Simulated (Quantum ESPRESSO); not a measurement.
# Carrying a functional's shift from two faces of V to a third

**Set-up.** Quantum ESPRESSO 7.5 (pw.x, pp.x), GBRV ultrasoft files, cold smearing of 0.02 Ry; slabs at the tabulated lattice constant, relaxed under PBE by Ansatz 0.2.0; both functionals on the same atoms. Work functions in eV.

| face | area an atom (Å²) | PBE | PBEsol |
| --- | --- | --- | --- |
| (110) | 6.45 | 4.734 | 4.825 |
| (100) | 9.12 | 3.697 | 3.773 |
| (111) | 15.80 | 3.740 | withheld |

One more run was made and is withheld. What does PBEsol give for (111)?

**Worked estimate.** The shifts from PBE are 4.825 − 4.734 = +0.091 eV and 3.773 − 3.697 = +0.076 eV, +0.084 eV in the mean. A rigid shift gives 3.740 + (+0.084) = 3.824 eV.

**The withheld run.** 3.814 eV; the estimate misses by +0.010 eV. The shift is rigid within 0.03 eV, so differences between faces carry over.

Caveats: Thin, unreconstructed slabs; thickness and mesh leave some 0.05 to 0.1 eV open, which largely cancels in the shift.
